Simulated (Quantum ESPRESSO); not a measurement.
# Magnetic state of Mn2Ga2S5 from several starts, part 2 of 2

A self-consistent run ends on one state, which hangs on the start. Several orders of Mn2Ga2S5 are started in Quantum ESPRESSO and their energies compared.

Quantum ESPRESSO 7.5; LDA; plane waves with GBRV 1.5 LDA potentials, no spin-orbit coupling.

So far, absolute magnetization (μB): step 2 (run 1 (ferro ++)) 9.19.

## 3. Start 2: antiferro +−

The input, pw.in:

```
&CONTROL
  calculation = 'scf'
  prefix = 'pwscf'
  outdir = './tmp'
  pseudo_dir = './pseudo'
  disk_io = 'nowf'
/
&SYSTEM
  ibrav = 0
  nat = 9
  ntyp = 4
  ecutwfc = 40
  ecutrho = 280
  nbnd = 63
  occupations = 'smearing'
  smearing = 'fd'
  degauss = 0.00367493
  nspin = 2
  starting_magnetization(1) = 0.3
  starting_magnetization(2) = -0.3
  starting_magnetization(3) = 0
  starting_magnetization(4) = 0
/
&ELECTRONS
  conv_thr = 1.8d-08
  electron_maxstep = 150
  mixing_beta = 0.3
/
ATOMIC_SPECIES
Mn1    54.9380 mn_lda_v1.5.uspp.F.UPF
Mn2    54.9380 mn_lda_v1.5.uspp.F.UPF
Ga     69.7230 ga_lda_v1.4.uspp.F.UPF
S      32.0600 s_lda_v1.4.uspp.F.UPF
CELL_PARAMETERS angstrom
   3.7279544901    0.0000000000    0.0000000000
  -1.8639772451    3.2285032926    0.0000000000
   0.0000000000    0.0000000000   15.3334560000
ATOMIC_POSITIONS crystal
Mn1     0.3333333300    0.6666666700    0.4018990000
Mn2     0.6666666700    0.3333333300    0.5981010000
Ga      0.3333333300    0.6666666700    0.8286040000
Ga      0.6666666700    0.3333333300    0.1713960000
S       0.0000000000    0.0000000000    0.5000000000
S       0.3333333300    0.6666666700    0.6831100000
S       0.6666666700    0.3333333300    0.3168900000
S       0.3333333300    0.6666666700    0.1058920000
S       0.6666666700    0.3333333300    0.8941080000
K_POINTS automatic
6 6 2 0 0 0
```

Command:

```console
$ OMP_NUM_THREADS=1 mpirun -n 4 pw.x -nk 4 -in pw.in > pw.out
```

The log of the run:

```text
[banner, memory and clock lines left out]
Program PWSCF v.7.5 starts

     Message from routine setup:
     using ibrav=0 with symmetry is DISCOURAGED, use correct ibrav instead

     bravais-lattice index     =            0
     lattice parameter (alat)  =       7.0448  a.u.
     unit-cell volume          =    1245.3989 (a.u.)^3
     number of atoms/cell      =            9
     number of atomic types    =            4
     number of electrons       =        98.00
     number of Kohn-Sham states=           63
     kinetic-energy cutoff     =      40.0000  Ry
     charge density cutoff     =     280.0000  Ry
     scf convergence threshold =      1.8E-08
     mixing beta               =       0.3000
     number of iterations used =            8  plain     mixing
     Exchange-correlation=  SLA  PZ   NOGX NOGC
                           (   1   1   0   0   0   0   0)

     celldm(1)=   7.044813  celldm(2)=   0.000000  celldm(3)=   0.000000
     celldm(4)=   0.000000  celldm(5)=   0.000000  celldm(6)=   0.000000

     crystal axes: (cart. coord. in units of alat)
               a(1) = (   1.000000   0.000000   0.000000 )
               a(2) = (  -0.500000   0.866025   0.000000 )
               a(3) = (   0.000000   0.000000   4.113102 )

     reciprocal axes: (cart. coord. in units 2 pi/alat)
               b(1) = (  1.000000  0.577350 -0.000000 )
               b(2) = (  0.000000  1.154701  0.000000 )
               b(3) = (  0.000000 -0.000000  0.243126 )

     PseudoPot. # 1 for Mn read from file:
     mn_lda_v1.5.uspp.F.UPF
     Pseudo is Ultrasoft + core correction, Zval = 15.0

     PseudoPot. # 2 for Mn read from file:
     mn_lda_v1.5.uspp.F.UPF
     Pseudo is Ultrasoft + core correction, Zval = 15.0

     PseudoPot. # 3 for Ga read from file:
     ga_lda_v1.4.uspp.F.UPF
     Pseudo is Ultrasoft + core correction, Zval = 19.0

     PseudoPot. # 4 for S  read from file:
     s_lda_v1.4.uspp.F.UPF
     Pseudo is Ultrasoft + core correction, Zval =  6.0

     atomic species   valence    mass     pseudopotential
     Mn1              15.00    54.93800     Mn( 1.00)
     Mn2              15.00    54.93800     Mn( 1.00)
     Ga               19.00    69.72300     Ga( 1.00)
     S                 6.00    32.06000     S ( 1.00)

     Starting magnetic structure
     atomic species   magnetization
     Mn1             0.300
     Mn2            -0.300
     Ga              0.000
     S               0.000

      6 Sym. Ops. (no inversion) found

   Cartesian axes

     site n.     atom                  positions (alat units)
         1        Mn1    tau(   1) = (  -0.0000000   0.5773503   1.6530515  )
         2        Mn2    tau(   2) = (   0.5000000   0.2886751   2.4600502  )
         3        Ga     tau(   3) = (  -0.0000000   0.5773503   3.4081325  )
         4        Ga     tau(   4) = (   0.5000000   0.2886751   0.7049692  )
         5        S      tau(   5) = (   0.0000000   0.0000000   2.0565509  )
         6        S      tau(   6) = (  -0.0000000   0.5773503   2.8097009  )
         7        S      tau(   7) = (   0.5000000   0.2886751   1.3034008  )
         8        S      tau(   8) = (  -0.0000000   0.5773503   0.4355446  )
         9        S      tau(   9) = (   0.5000000   0.2886751   3.6775571  )

     number of k points=    14  Fermi-Dirac smearing, width (Ry)=  0.0037
                       cart. coord. in units 2pi/alat
        k(    1) = (   0.0000000   0.0000000   0.0000000), wk =   0.0138889
        k(    2) = (   0.0000000   0.0000000  -0.1215628), wk =   0.0138889
        k(    3) = (   0.0000000   0.1924501   0.0000000), wk =   0.0833333
        k(    4) = (   0.0000000   0.1924501  -0.1215628), wk =   0.0833333
        k(    5) = (   0.0000000   0.3849002   0.0000000), wk =   0.0833333
        [... 9 further k-points ...]

     Dense  grid:    98717 G-vectors     FFT dimensions: (  40,  40, 160)

     Smooth grid:    42543 G-vectors     FFT dimensions: (  30,  30, 120)

     Check: negative core charge=   -0.000018
     Generating pointlists ...
     new r_m :   0.2784 (alat units)  1.9615 (a.u.) for type    1
     new r_m :   0.2784 (alat units)  1.9615 (a.u.) for type    2
     new r_m :   0.2469 (alat units)  1.7390 (a.u.) for type    3
     new r_m :   0.2469 (alat units)  1.7390 (a.u.) for type    4

     Initial potential from superposition of free atoms

     starting charge      94.9997, renormalised to      98.0000
     Starting wfcs are   70 randomized atomic wfcs

     Self-consistent Calculation

     iteration #  1     ecut=    40.00 Ry     beta= 0.30
     Davidson diagonalization with overlap
     ethr =  1.00E-02,  avg # of iterations =  8.5

     total energy              =   -1325.54588473 Ry
     estimated scf accuracy    <     104.68221431 Ry

     total magnetization       =    -0.04 Bohr mag/cell
     absolute magnetization    =     1.21 Bohr mag/cell

     iteration #  2     ecut=    40.00 Ry     beta= 0.30
     Davidson diagonalization with overlap
     ethr =  1.00E-02,  avg # of iterations =  9.6

     total energy              =   -1324.38844055 Ry
     estimated scf accuracy    <    2000.42603078 Ry

     total magnetization       =     0.06 Bohr mag/cell
     absolute magnetization    =     0.84 Bohr mag/cell

     [... further iterations left out ...]

     iteration # 18     ecut=    40.00 Ry     beta= 0.30
     Davidson diagonalization with overlap
     ethr =  8.85E-11,  avg # of iterations =  2.8

     total energy              =   -1373.09146938 Ry
     estimated scf accuracy    <       0.00000004 Ry

     total magnetization       =    -0.00 Bohr mag/cell
     absolute magnetization    =     9.23 Bohr mag/cell

     iteration # 19     ecut=    40.00 Ry     beta= 0.30
     Davidson diagonalization with overlap
     ethr =  3.94E-11,  avg # of iterations =  1.9

     Magnetic moment per site  (integrated on atomic sphere of radius R)
     atom   1 (R=0.278)  charge= 13.0949  magn=  4.0599
     atom   2 (R=0.278)  charge= 13.0948  magn= -4.0599
     atom   3 (R=0.247)  charge= 16.5839  magn= -0.0134
     atom   4 (R=0.247)  charge= 16.5839  magn=  0.0134
     atom   5 (R=0.247)  charge=  3.5776  magn=  0.0000
     atom   6 (R=0.247)  charge=  3.6114  magn= -0.0812
     atom   7 (R=0.247)  charge=  3.6114  magn=  0.0812
     atom   8 (R=0.247)  charge=  3.5634  magn=  0.0198
     atom   9 (R=0.247)  charge=  3.5634  magn= -0.0198

     End of self-consistent calculation

     [... lines left out ...]
     the Fermi energy is     7.7538 ev

!    total energy              =   -1373.09146939 Ry
     estimated scf accuracy    <          6.1E-09 Ry
     smearing contrib. (-TS)   =      -0.00044367 Ry
     internal energy E=F+TS    =   -1373.09102571 Ry

     The total energy is F=E-TS. E is the sum of the following terms:
     one-electron contribution =   -1195.72752716 Ry
     hartree contribution      =     628.68802954 Ry
     xc contribution           =    -190.15801167 Ry
     ewald contribution        =    -615.89351642 Ry

     total magnetization       =     0.00 Bohr mag/cell
     absolute magnetization    =     9.23 Bohr mag/cell

     convergence has been achieved in  19 iterations
```

It took 1.8 min on 4 MPI ranks of Arm Neoverse V2, shared host; peak memory 0.95 GiB; 7.3 min of CPU time.

Spin moment in the atom's sphere by atom:

```tsv
atom	spin moment in the atom's sphere (μB)
Mn1	4.06
Mn2	-4.06
Ga3	-0.01
Ga4	0.01
S5	0.00
S6	-0.08
S7	0.08
S8	0.02
S9	-0.02
```

Numbers from this step:

```
smearing term TS       : 0.006036 eV
magnetization          : 0 μB
absolute magnetization : 9.226 μB
final state            : antiferromagnetic
```

## 4. Ranking

An order is kept where moments of 0.15 μB or more survive with the typed signs; meshes match where a doubled cell samples the same k points as the first cell.

Orders:

```tsv
start	final state	typed order kept	energy over the lowest (meV a seeded atom)	largest site moment (μB)	net moment (μB a cell of the first run)	mesh matched	CPU time (s)
ferro ++	ferromagnetic	yes	31.64	3.985	9.192	yes	419.3
antiferro +-	antiferromagnetic	yes	0	4.06	0	yes	439.4
```

## 5. Summary of results

```
lowest state found      : antiferromagnetic (from antiferro +-)
largest site moment     : 4.06 μB
next state with moments : ferromagnetic, 31.6 meV a seeded atom higher
```

What this shows: The smearing terms TS of the orders run from 3.0 to 11 meV a seeded atom, so the differences would change at a smaller width: an order with a larger TS is lowered more by the smearing. Only these 2 starts were compared; other wavevectors, canted and longer-period orders were not. No Hubbard term acts here. In such compounds local and semilocal functionals without one often delocalise the d electrons, and can shrink or lose moments and miss the size, sign and order of the couplings.

[Logs and program files are shortened in this print: banners, set-up blocks, solver, clock and traceback lines can be left out without a mark of their own.]

[Logs are printed without paths, hosts, clocks, repeated set-up lines and the standing remarks that a program may print on its own settings, such as how far it seeks lower states.]

[Hosts, paths, dates, database ids (printed as entryN), source tags and the programs' standing remarks are cut or masked in the printed files.]

[Where a cell is said to come from a database of computed structures, the database is the Materials Project.]
